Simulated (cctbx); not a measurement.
**Diagnosing a refinement**

Cell a = 4.3280 Å, b = 4.3280 Å, c = 6.9660 Å, α = 90.00°, β = 90.00°, γ = 90.00°; space group P4/mmm (no. 123). The compound is LuScAl5.

Simulated single-crystal data (cctbx): Cu Kα, λ = 1.54184 Å, to d = 0.83 Å, 50 % of the full sphere, strongest reflection 20000 counts, noise from counting, a 3 % proportional error and a noise floor of 2 counts (s.d.); no absorption, and some extinction, which the refinements don't model.

An anisotropic refinement with weights 1/σ² prints:

```text
Rint 0.025, 98 unique reflections to 0.83 A
cycle     R1     wR2    GooF  max shift (A)
   1  0.0215  0.0452   2.669   0.00043
   2  0.0132  0.0273   1.612   0.00000
final R1 0.0132 wR2 0.0273 GooF 1.612  parameters 10  data/parameter 9.8
atom        x        y        z      Ueq    occ   su(xyz)  su(Uiso or U11)
Yb1    0.00000  0.00000  0.00000   0.0029  1.000  0.00000  0.0002
Sc1    0.00000  0.00000  0.50000   0.0073  1.000  0.00000  0.0005
Al1    0.50000  0.00000  0.70108   0.0090  1.000  0.00023  0.0006
Al2    0.50000  0.50000  0.00000   0.0102  1.000  0.00000  0.0008
difference map: max 0.47 min -1.11 rms 0.19
Q1    0.0000  0.0000  0.2608    2    0.49  1.67 A from Sc1
Q2    0.0000  0.5000  0.0000    2    0.41  2.08 A from Al1
Q3    0.5000  0.5000  0.2818    2    0.34  1.96 A from Al2
Q4    0.3296  0.3296  0.0549    8    0.27  1.11 A from Al2
Q5    0.3309  0.3309  0.5000    4    0.26  2.03 A from Sc1
Q6    0.2357  0.3790  0.3737   16    0.25  1.26 A from Al1
```

Q: Accept it or mend it, and why?

Mend it. The fault: wrong element: Yb1 is Lu. Against the right model at the same level, R1 goes from 0.0108 to 0.0132 and GooF from 1.28 to 1.61. Yb1 has 1 electron too few and its U shrinks to make up, as expected (near an absorption edge f′ can widen the mismatch well beyond the difference in Z).

The compound is LuScAl5. The right model at the same level gives:

```text
Rint 0.025, 98 unique reflections to 0.83 A
cycle     R1     wR2    GooF  max shift (A)
   1  0.0113  0.0226   1.331   0.00025
   2  0.0108  0.0218   1.284   0.00000
final R1 0.0108 wR2 0.0218 GooF 1.284  parameters 10  data/parameter 9.8
atom        x        y        z      Ueq    occ   su(xyz)  su(Uiso or U11)
Lu1    0.00000  0.00000  0.00000   0.0036  1.000  0.00000  0.0002
Sc1    0.00000  0.00000  0.50000   0.0059  1.000  0.00000  0.0004
Al1    0.50000  0.00000  0.70098   0.0075  1.000  0.00018  0.0005
Al2    0.50000  0.50000  0.00000   0.0089  1.000  0.00000  0.0006
difference map: max 0.41 min -1.04 rms 0.15
Q1    0.0000  0.0000  0.2599    2    0.42  1.67 A from Sc1
Q2    0.0000  0.5000  0.0000    2    0.36  2.08 A from Al1
Q3    0.5000  0.5000  0.2907    2    0.31  2.02 A from Al2
Q4    0.3347  0.3347  0.0678    8    0.24  1.12 A from Al2
Q5    0.2425  0.3782  0.3734   16    0.23  1.28 A from Al1
Q6    0.3269  0.3269  0.5000    4    0.23  2.00 A from Sc1
```

The model is made up (kin elements in a known structure type, no relaxation), so it says nothing on whether the phase exists.

[Middle refinement cycles are left out of these outputs.]

[Logs are printed without paths, hosts, clocks, repeated set-up lines and the standing remarks that a program may print on its own settings, such as how far it seeks lower states.]
